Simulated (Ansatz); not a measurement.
In doubt: masses and optical values from hybrid runs of this build are listed as unsure (in some of the runs), which bears on the screening that GW takes from such a start.

Two G0W0 runs on SnH5CN2Cl3 (Amm2).

```cif
data_structure
_symmetry_space_group_name_H-M 'P 1'
_symmetry_Int_Tables_number 1
_cell_length_a 6.0405
_cell_length_b 5.6699
_cell_length_c 5.6699
_cell_angle_alpha 85.788
_cell_angle_beta 90.000
_cell_angle_gamma 90.000
_cell_volume 193.67
loop_
_atom_site_label
_atom_site_type_symbol
_atom_site_fract_x
_atom_site_fract_y
_atom_site_fract_z
_atom_site_occupancy
Sn1 Sn 0.50000 0.37225 0.37225 1
H2 H 0.20550 0.72551 0.72551 1
H3 H 0.79450 0.72551 0.72551 1
H4 H 0.32968 0.91618 0.91618 1
H5 H 0.67032 0.91618 0.91618 1
H6 H 0.00000 0.05332 0.05332 1
C7 C 0.00000 0.92172 0.92172 1
N8 N 0.19109 0.84758 0.84758 1
N9 N 0.80891 0.84758 0.84758 1
Cl10 Cl 0.50000 0.85581 0.35121 1
Cl11 Cl 0.50000 0.35121 0.85581 1
Cl12 Cl 0.00000 0.39395 0.39395 1
```

The cell and positions are those that the Materials Project relaxed with its own functionals (PBE, PBE+U or r2SCAN), kept fixed.

The first (Ansatz 0.2.0; start PBEsol, 2×2×2 mesh, 439 empty bands, screening to 100 eV, PAW set soft_1 files; 1 × NVIDIA H100 80GB HBM3 (shared by 6 runs) with 2 threads of AMD EPYC 7R13 (Zen 3), shared host) gave, on its mesh: starting gap 1.15 eV, G0W0 gap 2.08 eV, RPA ε∞ (mean) 10.92, 15 s.

The second changes start from PBEsol to Hartree-Fock. What does it give?

It gave: starting gap 7.44 eV, G0W0 gap 4.61 eV, RPA ε∞ (mean) 2.21, 39 s. The G0W0 gap moves by +2.53 eV, +6.29 eV from the start and −3.76 eV from the correction. Σc changes by −0.99 eV at the valence top and +1.35 eV at the conduction bottom, and Σx − Vxc between them by −6.09 eV.

Limits: not at the basis limit; no spin-orbit coupling; coarse k mesh.

[Paths, hosts, dates, memory and timing lines, banners, echoed tables and standing remarks are left out of the program output.]

[Logs are printed without paths, hosts, clocks, repeated set-up lines and the standing remarks that a program may print on its own settings, such as how far it seeks lower states.]

[Runs of the session that timed out or met a known fault of the program may be left out.]

[Cells called generated may have been cut or substituted from an entry of the Crystallography Open Database or the Materials Project.]

[Hosts, paths, dates, database ids (printed as entryN), source tags and the programs' standing remarks are cut or masked in the printed files.]
